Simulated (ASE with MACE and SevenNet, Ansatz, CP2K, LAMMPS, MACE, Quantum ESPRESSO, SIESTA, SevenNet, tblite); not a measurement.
**Machine-learned potentials runs on Li+ PF6- in diethyl carbonate and 1,3-dioxolane at 300 K (100 atoms)**

Aim: run Li+ PF6- in diethyl carbonate and 1,3-dioxolane at 300 K (100 atoms) in machine-learned potentials and see how near its forces come to a plane-wave reference, and at what cost.

Program: ASE with MACE and SevenNet. Level of theory: the method is named at each step. Results are calculated unless marked as measured.

## Step 1: The structure

The cell holds 100 atoms: 21 C, 13 O, 42 H, 3 P, 18 F and 3 Li. Its edges and angles: a = 10.579 Å, b = 10.579 Å, c = 10.579 Å, α = 90.0°, β = 90.0°, γ = 90.0°. 3 diethyl carbonate, 2 1,3-dioxolane, 3 Li+, 3 PF6- placed at random, at 1.34 g/cm³; overlaps pushed apart, then 10 ps at 550 K with stiff harmonic cages for PF6 and BF4 with UFF radii; Joung-Cheatham ions (J. Phys. Chem. B 112, 9020 (2008)); MMFF94 bonds, angles, torsions, charges and radii (Halgren, J. Comput. Chem. 17, 490 (1996)) in harmonic and 12-6 forms; charges of ions scaled by 0.8. Snapshot after 30 ps at 300 K and fixed volume.

The yardstick, on the same geometry:

* method: Kohn-Sham DFT, PBE, SSSP efficiency 1.3.0 pseudopotentials, plane waves (Quantum ESPRESSO 7.5); sssp-pbe-1.3.0-efficiency, cutoffs 60/480 Ry, Γ point
* r.m.s. force component: 0.9783 eV/Å
* longest force: 3.314 eV/Å
* pressure: 3.197 GPa
* gap (highest filled to lowest empty level): 4.968 eV
* time: 88 s on 4 MPI ranks of Arm Neoverse V2, shared host
* CPU time: 5.8 min

## Step 2: MACE MP-0b3 medium potential

Method: machine-learned interatomic potential MACE MP-0b3 medium, trained on PBE(+U) plane-wave data.

The input, run.py:

```python
import numpy as np
from ase.io import read
import mlip  # loads the published weights by name

atoms = read("structure.xyz")
atoms.calc = mlip.calc("mace-mp-0b3-medium")
energy = atoms.get_potential_energy()
forces = atoms.get_forces()
print(f"energy {energy:.6f} eV")
print("forces (eV/A)")
for i, (a, f) in enumerate(zip(atoms, forces)):
    print(f"{i:4d} {a.symbol:2s} {f[0]:10.5f} {f[1]:10.5f} {f[2]:10.5f}")
stress = -atoms.get_stress(voigt=False) * 160.21766
print("stress (GPa, compression positive)")
for row in stress:
    print(" ".join(f"{x:10.4f}" for x in row))
```

The input, structure.xyz:

```xyz
100
Lattice="10.57902 0.00000 0.00000 0.00000 10.57902 0.00000 0.00000 0.00000 10.57902" Properties=species:S:1:pos:R:3 pbc="T T T"
C 1.11937 9.94089 1.22844
C 1.17882 0.37862 0.13457
O 2.07613 10.44520 9.72847
C 2.29797 0.78084 8.79709
O 1.78542 1.90063 8.71087
O 3.23379 0.38836 7.86000
C 3.37058 1.35549 6.77343
C 4.12476 2.59334 7.24345
H 0.43787 10.27646 2.02927
H 0.74519 9.05374 0.78877
H 2.12035 9.64447 1.53882
H 1.62071 1.34861 0.46082
H 0.18947 0.47986 10.17808
H 3.94957 0.88367 5.98624
H 2.38853 1.55342 6.31504
H 4.80520 2.41551 8.04355
H 3.32816 3.31716 7.49809
H 4.61880 3.02899 6.41618
C 7.49513 5.99968 9.12366
C 8.81275 6.61559 8.76176
O 8.98952 6.17201 7.43695
C 9.74709 5.08692 7.19807
O 10.16284 4.33401 8.09433
O 9.86874 4.79346 5.89400
C 0.25982 3.83024 5.56943
C 1.34163 4.44086 4.69571
H 6.64225 6.41438 8.57578
H 7.38828 4.87502 8.93546
H 7.13915 6.09341 10.18305
H 9.54683 6.24776 9.43765
H 8.76197 7.65709 8.81148
H 0.74170 3.40496 6.45236
H 10.17956 3.13287 4.96738
H 1.97637 5.13791 5.22963
H 0.87541 5.01710 3.85658
H 1.97119 3.70403 4.33867
C 6.19814 5.49548 4.60494
C 6.15477 6.94872 4.98198
O 5.23545 7.59150 4.04679
C 4.42711 8.48046 4.71327
O 4.43208 8.74483 5.87199
O 3.44918 8.82269 3.84621
C 2.30147 9.46970 4.29540
C 1.11979 8.51325 4.30397
H 5.33542 4.94030 4.78500
H 6.40327 5.38853 3.50197
H 7.05240 4.98833 5.18636
H 7.18717 7.34089 4.83831
H 5.87971 6.99305 6.08727
H 2.49041 9.81775 5.32960
H 2.18012 10.36003 3.66447
H 1.30799 7.92400 3.44474
H 0.23676 9.16418 4.08604
H 0.97369 7.92517 5.19684
C 6.23316 9.18724 1.40257
C 5.15061 8.89378 0.42189
[... 40 atom lines left out ...]
F 0.00243 2.38832 2.48681
Li 4.84117 9.20808 7.89808
Li 7.13280 1.42076 2.63830
Li 0.75873 3.41311 9.14535
```

Run with:

```
$ OMP_NUM_THREADS=1 python run.py > output.txt
```

Output:

```text
energy -547.528257 eV
forces (eV/A)
   0 C     0.07408    0.66273   -0.03484
   1 C    -0.99671    0.32063    0.79374
   2 O     1.10709    0.08815   -1.45967
   3 C     1.10806   -0.07559   -1.32367
   4 O    -0.27080   -0.44788    0.28760
   5 O    -0.98488   -0.49158    0.99748
   6 C     0.93476    0.36013   -0.72372
   7 C    -2.52390    0.02479   -0.32426
   8 H     0.41797   -0.12419   -0.05820
   9 H    -0.83527   -1.30209   -0.39079
  10 H     0.21041    0.21459    0.54494
  11 H    -0.81817   -0.43045    0.02906
  12 H     0.67462    0.37956    0.78750
  13 H     0.27636   -0.51855   -0.03182
  14 H    -0.03943    0.15211    0.35017
  15 H     0.63133   -0.07543    0.75338
  16 H     0.65475    0.12442    0.41447
  17 H     0.87064    0.44741   -1.01156
  18 C    -2.17161   -1.46560    1.20263
  19 C    -1.69000   -1.95787    1.26121
  20 O     1.60276   -0.57741   -2.64889
  21 C    -0.64520   -0.45023    0.82024
  22 O    -0.37666    0.78142   -0.54283
  23 O    -0.87582    2.28037    1.43986
[...]
92 F     0.11841   -0.58726    0.23119
  93 F    -0.54234    0.49711   -0.49234
  94 F    -0.73626    0.14488    1.04425
  95 F    -0.14611    0.55133    0.24744
  96 F     0.01231   -0.45955    0.14183
  97 Li   -0.28789    0.14185   -0.30631
  98 Li    0.77394   -0.30948    0.16997
  99 Li    0.04867    0.07649    0.45687
stress (GPa, compression positive)
    1.9717     0.4503    -0.6972
    0.4503     4.6109     0.3112
   -0.6972     0.3112     1.6396
```

It took 7.4 s on 1 thread of Arm Neoverse V2, shared host; peak memory 1.2 GiB.

Banners, paths, timers and routine set-up lines are dropped from the logs unmarked, and long logs keep their key lines alone; longer cuts are marked.

Against the reference:

```
r.m.s. force component                  : 0.9329 eV/Å
r.m.s. difference of force components   : 194.8 meV/Å
longest difference of force vectors     : 821.9 meV/Å
force difference over r.m.s. force      : 19.91 %
slope of forces against the reference's : 0.9349
correlation of force components         : 0.9804
pressure                                : 2.741 GPa
pressure difference                     : -0.4566 GPa
```

Length of the force difference by element (eV/Å):

```csv
element,atoms,mean,most
C,21,0.49,0.82
F,18,0.30,0.54
H,42,0.13,0.26
Li,3,0.23,0.30
O,13,0.39,0.78
P,3,0.26,0.34
```

Local excerpt of 9 atoms (numbers count through the whole input) about P84, one of the 3 P atoms; x, y, z are measured from there.

```csv
atom,x,y,z,distance (Å),Fx,Fy,Fz (eV/Å)
P84,0.00,0.00,0.00,0.00,1.70,-2.39,-0.87
F90,-0.30,1.50,0.00,1.53,-0.57,2.70,0.41
F87,0.40,-1.52,-0.20,1.58,-0.17,-1.96,0.95
F89,1.26,0.16,1.01,1.62,-0.17,0.51,0.13
F86,-1.23,-0.27,-1.04,1.63,-1.42,0.19,-0.72
F85,-1.04,-0.30,1.23,1.64,-0.12,-0.19,0.46
F88,0.94,0.19,-1.36,1.67,0.60,1.07,-0.61
Li99,-0.24,0.77,-3.12,3.22,0.77,-0.31,0.17
H14,-3.42,0.24,0.23,3.44,0.28,-0.52,-0.03
```

Atoms are counted from 1 here, from 0 in the log.

Forces lie 20 % from the reference's, at 0.021 times its CPU time (on 1 against 4 cores).

## Step 3: SevenNet 0 potential

Method: machine-learned interatomic potential SevenNet 0, trained on PBE(+U) plane-wave data.

run.py: that of step 2 with these lines changed.

```diff
@@ -5,3 +5,3 @@
 atoms = read("structure.xyz")
-atoms.calc = mlip.calc("mace-mp-0b3-medium")
+atoms.calc = mlip.calc("7net-0")
 energy = atoms.get_potential_energy()
```

structure.xyz is that of step 2.

Output:

```text
energy -548.869141 eV
forces (eV/A)
   0 C     0.06173    0.53773   -0.15710
   1 C    -0.77627    0.40687    0.59423
   2 O     1.22038    0.04883   -1.52163
   3 C     0.72304    0.55624   -1.21290
   4 O    -0.19299   -0.57628    0.26686
   5 O    -0.79360   -0.61284    1.01329
   6 C     0.82657    0.31000   -0.03177
   7 C    -2.47124   -0.07575   -0.48176
   8 H     0.39508   -0.07011   -0.04841
   9 H    -0.81882   -1.21736   -0.39727
  10 H     0.19391    0.29601    0.55384
  11 H    -0.70396   -0.43470    0.05646
  12 H     0.60351    0.23518    0.60677
  13 H     0.29124   -0.46836   -0.06986
  14 H    -0.05833    0.22324    0.36057
  15 H     0.49880   -0.16557    0.67093
  16 H     0.50781   -0.01757    0.39076
  17 H     0.91476    0.41710   -0.95151
  18 C    -2.05602   -1.36180    1.12328
  19 C    -1.64839   -2.24024    0.51903
  20 O     1.33068   -0.26678   -2.29787
  21 C    -0.17273   -0.87641    0.71722
  22 O    -0.36463    0.63139   -0.30396
  23 O    -1.00051    2.25433    1.39075
[...]
92 F     0.06124   -0.70270    0.22803
  93 F    -0.68903    0.51521   -0.59456
  94 F    -0.88381    0.02296    1.13744
  95 F    -0.17025    0.64865    0.26250
  96 F     0.04660   -0.52580    0.23393
  97 Li   -0.33804    0.05441   -0.39754
  98 Li    0.82809   -0.32922    0.22100
  99 Li   -0.03595    0.09761    0.27560
stress (GPa, compression positive)
    1.8710     0.4158    -0.6708
    0.4158     4.0870     0.2576
   -0.6708     0.2576     1.4419
```

Wall time 7.3 s (1 thread); peak memory 1.1 GiB.

Numbers from this run, and their distance from the reference:

```
r.m.s. force component                  : 0.891 eV/Å
r.m.s. difference of force components   : 185.7 meV/Å
longest difference of force vectors     : 945.2 meV/Å
force difference over r.m.s. force      : 18.98 %
slope of forces against the reference's : 0.8967
correlation of force components         : 0.9846
pressure                                : 2.467 GPa
pressure difference                     : -0.7307 GPa
```

Against the first run (20 %), the force difference from the reference is 19 %, at 0.98 times the CPU time.

## Step 4: MACE MPA-0 medium potential

Method: machine-learned interatomic potential MACE MPA-0 medium, trained on PBE(+U) plane-wave data.

run.py: that of step 3 with these lines changed.

```diff
@@ -5,3 +5,3 @@
 atoms = read("structure.xyz")
-atoms.calc = mlip.calc("7net-0")
+atoms.calc = mlip.calc("mace-mpa-0-medium")
 energy = atoms.get_potential_energy()
```

structure.xyz is that of step 3.

Output:

```text
energy -548.449694 eV
forces (eV/A)
   0 C     0.07010    0.41229   -0.13524
   1 C    -0.91540    0.60303    0.45055
   2 O     1.00477    0.10163   -1.51467
   3 C     0.78766    0.43688   -1.18452
   4 O    -0.19212   -0.65531    0.24311
   5 O    -0.96866   -0.29076    0.86480
   6 C     0.63998    0.20323   -0.21665
   7 C    -2.45398    0.03600   -0.38235
   8 H     0.41739   -0.14049   -0.01660
   9 H    -0.85012   -1.35635   -0.42219
  10 H     0.14679    0.28274    0.58291
  11 H    -0.72702   -0.46564   -0.00053
  12 H     0.68377    0.23876    0.67893
  13 H     0.27170   -0.64001   -0.04925
  14 H     0.00286    0.07322    0.36864
  15 H     0.56268   -0.07041    0.73263
  16 H     0.61152    0.09914    0.45754
  17 H     0.85686    0.53234   -0.95775
  18 C    -2.06454   -1.31389    1.18950
  19 C    -1.37773   -2.47863    0.62864
  20 O     1.33804   -0.19621   -2.41729
  21 C    -0.48297   -0.70549    0.75111
  22 O    -0.36622    0.58477   -0.15915
  23 O    -0.84806    2.40560    1.25914
[...]
92 F     0.03839   -0.69453    0.31837
  93 F    -0.47765    0.52411   -0.50090
  94 F    -0.68726    0.06724    1.06755
  95 F    -0.14574    0.76679    0.21774
  96 F     0.01669   -0.50788    0.29070
  97 Li   -0.41521   -0.05619   -0.57893
  98 Li    0.71750   -0.16091    0.15171
  99 Li    0.00739    0.06623    0.29925
stress (GPa, compression positive)
    2.4298     0.8101    -0.7137
    0.8101     5.0718     0.0761
   -0.7137     0.0761     1.9792
```

It took 7.9 s on 1 thread; peak memory 1.2 GiB.

Compared with the plane-wave run:

- r.m.s. force component: 0.9248 eV/Å
- r.m.s. difference of force components: 182.6 meV/Å
- longest difference of force vectors: 885 meV/Å
- force difference over r.m.s. force: 18.67 %
- slope of forces against the reference's: 0.9294
- correlation of force components: 0.9832
- pressure: 3.16 GPa
- pressure difference: -0.037 GPa

Against the first run (20 %), the force difference from the reference is 19 %, at 1.1 times the CPU time.

## Step 5: All runs compared

Differences are against the plane-wave reference, forces as r.m.s. over components; share is that over the reference's r.m.s. force, slope the least-squares factor from reference forces to these. Total energies of different programs have different zeros and aren't compared.

```csv
run,"Δ force, r.m.s. (meV/Å)",share (%),slope,Δ pressure (GPa),cores,CPU time,memory (GiB)
reference,-,-,-,-,4,5.8 min,3.1
MACE MP-0b3 medium potential,195,19.9,0.935,-0.457,1,7.4 s,1.2
SevenNet 0 potential,186,19.0,0.897,-0.731,1,7.2 s,1.1
MACE MPA-0 medium potential,183,18.7,0.929,-0.037,1,7.8 s,1.2
```

Times of the machine-learned potentials are mostly Python's start and the loading of weights.

CPU time is summed over cores on a shared host, where runs went side by side, so it is rough. Symmetry, cutoffs, thresholds, outputs and thread counts weren't matched or tuned between programs; memory under MPI is the largest rank's times the ranks.

## Step 6: Results

| Item | Value |
| --- | --- |
| nearest in forces | a tie at 19 % of 2 runs: SevenNet 0 potential; MACE MPA-0 medium potential |

What this shows: Machine-learned potentials differ by 19 % (MACE MPA-0 medium potential) to 20 % (MACE MP-0b3 medium potential); they were trained on other programs' data. The reference's pressure holds the uncorrected Pulay stress of its 60 Ry basis, so small pressure differences, and their order, may be the reference's own error. Machine-learned potentials mimic data converged in k, so the reference's own k-point error enters their differences. The network of contacts between molecules at the start is that of the classical potential that made the cell, and needn't be the one that DFT or experiment would give. The reference's stress is far from hydrostatic: its diagonal is 2.7, 5.2, 1.7 GPa, compression counted positive. The reference's PBE has no dispersion term, which matters for the binding between molecules or layers. The density was typed from a rule of thumb and may lie off the real one at this temperature. The electronic-structure runs sample only Γ, in a cell whose shortest periodic width is 11 Å.

[Also dropped from logs without a mark: logging warnings of Python, and SIESTA's first energy breakdown and zero terms.]

[Logs are printed without paths, hosts, clocks, repeated set-up lines and the standing remarks that a program may print on its own settings, such as how far it seeks lower states.]

[Hosts, paths, dates, database ids (printed as entryN), source tags and the programs' standing remarks are cut or masked in the printed files.]

[The MMFF94 radii named for the starting cell were scaled by 0.96; in molecules described by MMFF94, hydrogen bound to N, O or S took a small fixed 12-6 site in their place.]
